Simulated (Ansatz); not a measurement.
# Zr2CO2 MXene/Bi2Te3 quintuple layer periodic stack (55 atoms): geometry optimisation, part 2 of 2

Aim: bring Zr2CO2 MXene/Bi2Te3 quintuple layer periodic stack (55 atoms) to a nearby minimum of the energy and see what moves.

Ansatz 0.2.0; Kohn-Sham DFT, PBE+D4, PAW (set soft_2, large core), plane waves.

The cell: 7 C, 14 Zr, 14 O, 12 Te and 8 Bi. Spin–orbit coupling is left out.

So far. Step 3 (Relaxation): The relaxation changed the energy by -3.88 meV/atom, and atoms moved by 0.045 Å r.m.s., 0.088 Å at most.

**4. Local order after relaxation**

Bonds before and after, by the cutoffs listed below:

```
 pair  bonds before  bonds after  mean before (Å)  mean after (Å)  spread before (Å)  spread after (Å)
 O-Zr            42           42            2.127           2.117              0.013             0.003
 Zr-C            42           42            2.350           2.364              0.013             0.003
Te-Bi            48           48            3.150           3.149              0.093             0.091
```

Density 6.43 g/cm³, 22.48 Å³ an atom.

Pair distribution functions g(r), in bins of 0.2 Å:

```
r (Å)  total    O-O   O-Zr  O-Te  O-Bi    O-C  Zr-Zr
 2.10   3.02   0.00  23.35  0.00  0.00   0.00   0.00
 2.30   2.42   0.00   0.00  0.00  0.00   0.00   0.00
 2.50   0.00   0.00   0.00  0.00  0.00   0.00   0.00
 2.70   0.00   0.00   0.00  0.00  0.00   0.00   0.00
 2.90   1.54   0.00   0.00  0.00  0.00  23.80   0.00
 3.10   0.83   0.00   0.00  0.00  0.00   0.00   0.00
 3.30   4.50  19.05   0.00  0.52  0.00   0.00  28.30
 3.50   0.11   0.00   0.00  0.98  0.00   0.00   0.00
 3.70   0.43   0.00   2.59  0.84  0.00   0.00   0.00
 3.90   0.99   0.00   6.85  0.95  0.00   0.00   0.00
 4.10   0.94   0.00   0.00  0.87  0.00   0.00   0.00
 4.30   1.03   0.00   0.00  0.65  0.00   0.00   0.00
 4.50   1.32   0.00   0.00  0.28  0.00  10.55   0.00
 4.70   0.60   0.00   0.00  0.67  0.00   0.00   4.72
 4.90   1.57   4.26   8.55  0.86  0.18   0.00   0.00
 5.10   1.24   0.00   8.05  0.78  0.84   0.00   0.00
 5.30   1.46   0.00   0.00  0.32  0.95   0.00   0.00
 5.50   1.36   0.00   0.00  0.78  0.58  13.60   0.00
 5.70   1.72   6.45   0.00  0.18  0.96   0.00  12.75
 5.90   0.49   2.96   0.00  0.67  0.88   0.00   0.00
 6.10   0.30   0.00   0.00  0.63  0.83   0.00   0.00
 6.30   0.47   0.00   0.00  0.45  0.34   0.00   0.00
 6.50   0.39   0.00   0.00  0.70  1.04   0.00   0.00
 6.70   1.00   4.80   0.00  0.26  0.88   0.00   4.80
 6.90   2.24   4.53   8.88  0.37  0.55   0.00   0.00
 7.10   0.99   0.00   0.00  0.76  0.61   0.00   0.00
 7.30   1.20   0.00   0.00  1.10  0.42   7.95   0.00
 7.50   1.34   0.00   3.67  0.83  0.78   0.00   3.83
```

Bonds by pair of elements; cutoffs follow the first minimum of g(r), held within bounds set by covalent radii, and pairs that aren't listed don't count as bonded:

```
pair A-B  cutoff (Å)  bonds  mean length (Å)  spread (Å)  shortest (Å)  B about A  A about B
    O-Zr        2.82     42             2.12       0.003          2.11          3          3
    Zr-C        2.81     42             2.36       0.003          2.36          3          6
   Te-Bi        3.62     48             3.15       0.091          3.04          4          6
```

How many atoms have how many bonded neighbours:

```
element  mean   3   6
     Bi     6   0   8
      C     6   0   7
      O     3  14   0
     Te     4   8   4
     Zr     6   0  14
```

Bond angles, per cent of each kind in bins of 5°:

```
angle (°)  C-Zr-O  Te-Bi-Te  Zr-C-Zr  Bi-Te-Bi  Zr-O-Zr
    80–85    66.7       8.3      0.0      13.1      0.0
    85–90     0.0      11.7     40.0      15.5      0.0
    90–95     0.0      60.0     40.0      42.9      0.0
   95–100     0.0       0.0      0.0      14.3      0.0
  100–105     0.0       0.0      0.0       0.0    100.0
  105–110     0.0       0.0      0.0       0.0      0.0
  110–115     0.0       0.0      0.0       0.0      0.0
  115–120     0.0       0.0      0.0       0.0      0.0
  120–125     0.0       0.0      0.0       0.0      0.0
  125–130     0.0       0.0      0.0       0.0      0.0
  130–135     0.0       0.0      0.0       0.0      0.0
  135–140     0.0       0.0      0.0       0.0      0.0
  140–145     0.0       0.0      0.0       0.0      0.0
  145–150     0.0       0.0      0.0       0.0      0.0
  150–155     0.0       0.0      0.0       0.0      0.0
  155–160     0.0       0.0      0.0       0.0      0.0
  160–165     0.0       0.0      0.0       0.0      0.0
  165–170    33.3       0.0      0.0       0.0      0.0
  170–175     0.0       4.2      0.0       0.0      0.0
  175–180     0.0      15.8     20.0      14.3      0.0
```

Bond angles (no mean is given where the spread exceeds 20°):

```
   angle  count  mean (°)  spread (°)
  C-Zr-O    126         -           -
Te-Bi-Te    120         -           -
 Zr-C-Zr    105         -           -
Bi-Te-Bi     84         -           -
 Zr-O-Zr     42       103         0.2
```

Bond length by coordination (bonds to H left out):

```
element  coordination  atoms  mean bond length (Å)
     Te             3      8                  3.06
     Te             6      4                  3.24
```

With the cutoffs above, all Bi atoms have 6, all C atoms have 6, all O atoms have 3 and 67 % of Te atoms have 3 bonded neighbours. Bonds at Te atoms with 3 neighbours average 3.06 Å, against 3.24 Å at those with 6.

**5. Single point at the relaxed geometry**

The electronic structure is read at the final geometry, in a run of its own.

The input, input.yaml:

```yaml
crystal:
  lattice:
    - [8.7587, 0.0, 0.0]
    - [-4.37935, 7.58526, 0.0]
    - [0.0, 0.0, 18.61]
  atoms:
    - { symbol: C, position: [0.14347, 0.71427, 0.12504] }
    - { symbol: Zr, position: [0.38126, 0.90444, 0.20024] }
    - { symbol: Zr, position: [0.33361, 0.66651, 0.05003] }
    - { symbol: O, position: [0.33344, 0.666, 0.24899] }
    [... 45 atom lines left out ...]
    - { symbol: Te, position: [0.23775, 0.60881, 0.82663] }
    - { symbol: Te, position: [0.0679, 0.77437, 0.6254] }
    - { symbol: Bi, position: [0.23582, 0.10705, 0.51647] }
    - { symbol: Bi, position: [0.40272, 0.93984, 0.73339] }
    - { symbol: Te, position: [0.40217, 0.93928, 0.42422] }
    - { symbol: Te, position: [0.23621, 0.10412, 0.8263] }
kpoints:
  mp_grid: { grid: [2, 2, 1] }
hamiltonian:
  xc: pbe
  dispersion: d4
  pseudopotentials: { kind: paw, core: large }
scf:
  occupations: { method: gaussian, width: 0.025 }
output:
  forces: true
  stress: true
  populations: intrinsic
  dos:
    method: { smearing: { sigma: 0.15 } }
    de: 0.1
    projected:
      site_lists:
        Bi: [Bi]
        C: [C]
        O: [O]
        Te: [Te]
        Zr: [Zr]
        layer_1: [0, 1, 2, 3, 4, 5, 6, 7, 8, 9, 10, 11, 12, 13, 14, 15, 16, 17, 18, 19, 20, 21, 22, 23, 24, 25, 26, 27, 28, 29, 30, 31, 32, 33, 34]
        layer_2: [35, 36, 37, 38, 39, 40, 41, 42, 43, 44, 45, 46, 47, 48, 49, 50, 51, 52, 53, 54]
  eigenvalues: true
  write_density: true
  write_potential: true
  volumetric_format: npy
  elf: true
```

Run with:

```
ansatz run input.yaml --threads 4 --pin off --max-ram 8192MiB --backend cpu --events-out ev --progress --plain --runs-dir out
```

Numbers of over 12 decimals in the logs are rounded to 6 here.

What it wrote:

```text
[...]
Crystal: 55 atoms, lattice volume = 1236.393 Å³
Basis set: ecut = 420 eV, 24189 PW (Γ), exchange–correlation on 120×120×250 points (8 copies of the dense FFT grid, shifted against one another)
Bands: 291, of which v1, the nominal top of the filled ones, is band 236 counted from 1 (235 counted from 0)
Symmetry: 1 space group operations
[...]
k-points: 4
[...]
SCF iter   1: F=—  HF=-226911.097994 eV  |F-HF|=—  |Δ(HF+E_count)|=         —  Δρ=9.31e-2  dr2=1.19e3  ethr=3.10e-3  ⟨swp⟩=7.0  Hψ=4533  notcnv=0  defer=78
[...]
SCF iter  16: F=-226850.130434 eV  HF=-226850.130434 eV  |F-HF|=3.87e-8  |Δ(HF+E_count)|=   6.74e-8  Δρ=2.48e-6  dr2=9.98e-8  ethr=2.12e-11  ⟨swp⟩=23.8  Hψ=12322  notcnv=0
SCF 1 converged in 16 iterations: F = -226850.130434 eV  dr2 = 9.98e-8
[...]
SCF converged after 16 iterations
Free energy (F): -226850.130434 eV
[...]
Internal energy: -226850.130434 eV  (E = F + TS)
E sigma→0 (E₀):  -226850.130434 eV
Fermi energy:    8.444970 eV
[...]
--- Forces (eV/Å), atoms counted from 1 ---
  atom   1  C     -0.00185549     0.00414986    -0.00765112
  atom   2  Zr     0.00308298    -0.00115174     0.00190908
  atom   3  Zr    -0.00082075     0.00197418     0.00657660
  atom   4  O      0.00117688     0.00187567     0.00209404
  atom   5  O      0.00020218    -0.00243041     0.00203103
  atom   6  C     -0.00005361     0.00271538     0.00157154
  atom   7  Zr    -0.00121696    -0.00085121     0.00710984
  atom   8  Zr    -0.00012532    -0.00336455     0.00384955
  atom   9  O     -0.00468701    -0.00070130     0.00218670
  atom  10  O     -0.00119709    -0.00217811    -0.00042328
  atom  11  C     -0.00108371     0.00052545    -0.00045323
  atom  12  Zr    -0.00292954     0.00505213    -0.00276611
  atom  13  Zr    -0.00024939     0.00484516    -0.00201412
  atom  14  O      0.00732104    -0.00263000     0.00097749
[...]
atom  54  Te     0.00140295    -0.00101206    -0.00562583
  atom  55  Te     0.00145915    -0.00282817    -0.00340513
  max |Σ_I F_I| component: 1.16e-4 eV/Å
--- Stress (GPa, compression-positive) ---
       -1.216186      -0.001112       0.001270
       -0.001112      -1.216260       0.001374
        0.001270       0.001374      -0.239696
  P = ⅓ Tr σ = -0.8907 GPa (-8.907 kbar)
--- Band table (eV) ---
[...]
--- intrinsic populations: 55 sites ---
  site symbol       q [e]
     0      C      4.9508
     1     Zr     10.8614
     2     Zr     10.8607
[...]
54     Te      6.1874
  spilling = -0.000000 (of n_electrons = 472.000000)
```

Elapsed: 75 s, on 4 threads of Arm Neoverse V2, shared host; peak memory 6.6 GiB.

Read from the output:

| Item | Value |
| --- | --- |
| free energy | -226850.1304 eV |
| free energy per atom | -4124.5478 eV/atom |
| SCF cycles | 16 |
| pressure | -0.8907 GPa |
| r.m.s. force component | 0.00305 eV/Å |
| longest force | 0.01296 eV/Å |
| Fermi energy | 8.445 eV |
| gap (highest filled to lowest empty level) | 0.9545 eV |

Intrinsic-atomic-orbital charges by element and coordination:

```
element  coordination  atoms  mean charge (e)  spread   least    most
     Bi           all      8            0.379  0.0017   0.376   0.381
      C           all      7           -0.952  8.0e-4  -0.953  -0.950
      O           all     14           -0.675  7.0e-4  -0.676  -0.674
     Te           all     12           -0.241  0.0751  -0.348  -0.187
     Te             3      8           -0.188  0.0011  -0.190  -0.187
     Te             6      4           -0.347  7.0e-4  -0.348  -0.346
     Zr           all     14             1.14  0.0016    1.14    1.14
```

By region:

```
 region  atoms  mean length of the force (eV/Å)  net charge (e)
layer 1     35                            0.005           -0.14
layer 2     20                            0.004            0.14
```

States in the cell by windows of 1 eV, zero at the Fermi level; the larger projections on atomic orbitals stand beside the total:

```
from (eV)  to (eV)  total  layer 1  Zr d   O p  Te p  Bi p  C p
      -18      -17    0.1      0.1   0.0   0.0   0.0   0.0  0.0
      -17      -14    0.0      0.0   0.0   0.0   0.0   0.0  0.0
      -14      -13    0.5      0.0   0.0   0.0   0.0   0.0  0.0
      -13      -12    6.4      0.0   0.0   0.0   0.4   0.4  0.0
      -12      -11    9.5      0.0   0.0   0.0   0.6   0.5  0.0
      -11      -10   15.3      3.1   0.4   0.1   0.2   1.3  0.0
      -10       -9   18.7     10.9   2.7   0.2   0.4   0.4  0.0
       -9       -8    3.2      0.0   0.0   0.0   0.1   0.1  0.0
       -8       -7    0.3      0.0   0.0   0.0   0.0   0.0  0.0
       -7       -6    1.4      1.4   0.4   0.6   0.0   0.0  0.2
       -6       -5   34.4     33.5   8.8  21.1   0.5   0.3  1.7
       -5       -4   54.9     46.2   8.1  34.1   4.6   3.6  2.0
       -4       -3   23.2      6.5   1.5   2.5   9.4   6.5  2.1
       -3       -2   34.8     18.9   5.5   4.2   9.5   5.6  8.3
       -2       -1   37.6     17.4   4.0   4.1  16.4   2.4  8.7
       -1        0   11.6      1.2   0.2   0.3   9.6   0.1  0.7
        0        1    8.8      5.3   3.9   1.2   0.8   2.0  0.2
        1        2   31.1     10.9   8.6   1.4   7.6  10.7  0.6
        2        3   34.5     24.7  20.6   1.6   3.7   5.0  1.7
```

Between -26 and -18 eV lie 108 more states.

About 112 of the 472 electrons lie in deeper levels, below the stored range.

The levels nearest the highest filled one (over half full), pooled over k-points and spins:

```
level less the highest filled one (eV)  occupation
                                -0.127           2
                                -0.107           2
                                -0.107           2
                                -0.106           2
                               -1.0e-4           2
                                     0           2
                                 0.955           0
                                 0.988           0
                                 0.989           0
                                 0.989           0
                                  1.33           0
                                  1.33           0
```

Planar average of the electrostatic potential energy along the normal, with the Fermi level as zero, after a running mean with a triangular window 4 Å wide at its base:

```
height (Å)  potential energy (eV)
       0.0                  -6.65
       0.6                  -9.82
       1.0                 -10.69
       1.6                 -10.08
       2.1                  -9.59
       2.7                  -9.66
       3.1                 -10.25
       3.7                 -10.62
       4.2                  -9.38
       4.8                  -5.91
       5.2                  -2.71
       5.8                   0.55
       6.4                   1.52
       6.8                   0.87
       7.4                  -1.07
       7.9                  -2.76
       8.5                  -4.69
       8.9                  -5.60
       9.5                  -6.06
      10.0                  -5.64
      10.6                  -4.53
      11.0                  -3.77
      11.6                  -3.22
      12.1                  -3.49
      12.7                  -4.43
      13.3                  -5.55
      13.7                  -6.05
      14.3                  -5.69
      14.7                  -4.83
      15.3                  -2.97
      15.8                  -1.29
      16.4                   0.71
      16.8                   1.45
      17.4                   0.66
      17.9                  -1.48
      18.5                  -5.63
```

Electrostatic potential energy in the cb plane at fractional x = 0.403, with atoms of Zr and O and C and Bi and Te within 0.2 Å of it. With pseudopotentials it is smooth inside the atoms' cores, unlike the true potential.

Ten even steps from '0' (-46 eV) to '9' (13 eV), each cell a mean:
```
36999973003799997465479999999840004899999995
04999971001689997465479999999840004899999982
47999984003799998544689999999873136899999995
87788987557899999877899999999987778999999999
74357999888899999999999999999999999999999999
61026899986589999999998889988999999989999998
62137898886689999999998889989999999989999998
86568998778899999999999999999999999999999999
98889987667899999877899999999987778999999999
99999988767899998544589999999972126899999999
88788898888999997465479999999840003899999999
75458999998899997455479999999840004899999999
62027899986689998544689999999973126899999998
63037899886699999877899999999987778999999998
86568998888999999999999999999999999999999999
98888788889999999999988889989999999989999999
99996138999999999999988899989999999989999999
99995018999999999999999999999999999999999999
99998568888999999877899999999987778999999999
99999987557899998544689999999862126899999999
```
Columns run along c (18.6 Å; values clipped at the 3rd and 97th percentile), rows up along b (8.8 Å). Atoms in or near the plane, at fractional coordinates: Zr at (0.20, 0.90), O at (0.00, 0.90), C at (0.13, 0.14), Bi at (0.73, 0.44), Te at (0.42, 0.44), Bi at (0.73, 0.94), Te at (0.42, 0.94).

Valence density in the cb plane at fractional x = 0.403, with atoms of Zr and O and C and Bi and Te within 0.2 Å of it. It is the smooth field of the valence electrons, not physical close to the nuclei.

Values in e/Å³, 11 rows by 16 columns, each cell a mean:
```
2.5 0.1 1.2 3.1 0.2 0.1 0.3 0.3 0.1 0.0 0.2 4.8 2.4 0.1 0.0 1.5
1.5 0.2 0.8 2.2 0.1 0.1 0.4 0.4 0.1 0.1 0.1 1.6 0.8 0.1 0.0 0.8
1.1 0.8 0.2 0.6 0.6 0.0 0.1 0.2 0.2 0.2 0.2 0.1 0.2 0.2 0.0 0.1
1.7 1.1 0.2 0.8 0.9 0.0 0.0 0.1 0.2 0.2 0.2 0.1 0.1 0.2 0.1 0.1
0.5 0.3 0.3 0.6 0.2 0.0 0.2 0.3 0.1 0.1 0.1 0.3 0.3 0.1 0.0 0.2
0.2 0.3 0.4 0.3 0.1 0.1 0.4 0.4 0.1 0.0 0.2 3.3 1.8 0.1 0.0 0.1
1.1 0.9 0.2 0.6 0.6 0.1 0.4 0.4 0.1 0.0 0.2 3.6 2.0 0.1 0.0 0.0
1.4 0.9 0.2 0.7 0.7 0.1 0.3 0.3 0.1 0.1 0.1 0.4 0.3 0.1 0.0 0.1
0.2 0.5 0.6 0.2 0.1 0.0 0.0 0.1 0.2 0.2 0.2 0.1 0.1 0.2 0.0 0.0
0.1 0.9 1.1 0.1 0.0 0.0 0.1 0.2 0.2 0.2 0.2 0.1 0.2 0.2 0.0 0.0
0.3 0.4 0.6 0.5 0.1 0.1 0.4 0.4 0.1 0.1 0.1 1.3 0.7 0.1 0.0 0.1
```
Columns run along c (18.6 Å), rows up along b (8.8 Å). Atoms in or near the plane, at fractional coordinates: Zr at (0.20, 0.90), O at (0.00, 0.90), C at (0.13, 0.14), Bi at (0.73, 0.44), Te at (0.42, 0.44), Bi at (0.73, 0.94), Te at (0.42, 0.94).

Mean intrinsic-atomic-orbital charges: Bi +0.38, C -0.95, O -0.68, Te -0.24, Zr +1.14 e. By these charges the region 'layer 2' has given 0.14 e to 'layer 1'; where the regions aren't neutral units, this includes their ionic charge. The largest share in the top eV of filled states is Te p (73 % of the projected weight), and in the lowest eV of empty states Zr d (53 % of the projected weight).

A closer look about Zr33, picked at random: 16 atoms, nearest first, numbered in the order of the input, with positions taken from that point.

```
atom      x      y      z  distance (Å)  bonds  intrinsic-atomic-orbital charge (e)
Zr33   0.00   0.00   0.00          0.00      6                                 1.14
 O10   1.87  -0.35  -0.91          2.11      3                                -0.68
 O35  -0.63   1.80  -0.92          2.11      3                                -0.68
 O20  -1.24  -1.45  -0.91          2.11      3                                -0.68
 C31  -1.88   0.36   1.38          2.36      6                                -0.95
 C11   1.25   1.45   1.38          2.36      6                                -0.95
  C6   0.63  -1.81   1.39          2.36      6                                -0.95
Zr28  -2.50   2.17  -0.01          3.31      6                                 1.14
Zr23  -3.13  -1.09  -0.01          3.31      6                                 1.14
 Zr3   0.63   3.25  -0.01          3.31      6                                 1.14
Zr18  -0.62  -3.25  -0.01          3.31      6                                 1.14
 Zr8   2.51  -2.17  -0.01          3.31      6                                 1.14
Zr13   3.13   1.09  -0.01          3.31      6                                 1.14
Zr32  -0.62   1.81   2.77          3.37      6                                 1.14
 Zr7   1.88  -0.36   2.78          3.37      6                                 1.14
Zr17  -1.25  -1.44   2.78          3.37      6                                 1.14
```

The column of bonds counts only the pairs O-Zr within 2.82 Å, Zr-C within 2.81 Å, Te-Bi within 3.62 Å; other neighbours, such as metal atoms beside each other in a compound, aren't counted, and periodic images can show an atom twice.

**6. Results**

| Item | Value |
| --- | --- |
| energy change in the relaxation | -3.885 meV/atom |
| r.m.s. displacement | 0.045 Å |
| largest displacement | 0.088 Å |
| free energy per atom | -4124.5478 eV/atom |
| density | 6.431 g/cm³ |
| pressure | -0.8907 GPa |
| r.m.s. force component | 0.00305 eV/Å |
| gap (highest filled to lowest empty level) | 0.9545 eV |
| wall time of the 3 DFT runs | 4.4 min |

In words: Relaxation lowers the energy by 3.88 meV/atom and moves atoms by 0.045 Å r.m.s.; the r.m.s. force component goes from 0.26 to 0.0031 eV/Å, the pressure goes from -0.77 to -0.89 GPa, and the gap from 0.791 to 0.955 eV. By the final cutoffs no bond was broken or made. First to last step the energy falls by 0.214 eV; the largest move, 0.09 Å, is that of Bi53, with 1 other atom within 2 % of it. The Zr-C bonds change most in mean length: from 2.350 Å (spread 0.013) to 2.364 Å (spread 0.003). With the cutoffs above, all Bi atoms have 6, all C atoms have 6, all O atoms have 3 and 67 % of Te atoms have 3 bonded neighbours. Between filled and empty levels lie 0.955 eV on the run's k-points; the mesh holds the band edges only if they fold onto it, so the gap at this level can be narrower or closed.

[Logs are printed without paths, hosts, clocks, repeated set-up lines and the standing remarks that a program may print on its own settings, such as how far it seeks lower states.]

[Hosts, paths, dates, database ids (printed as entryN), source tags and the programs' standing remarks are cut or masked in the printed files.]
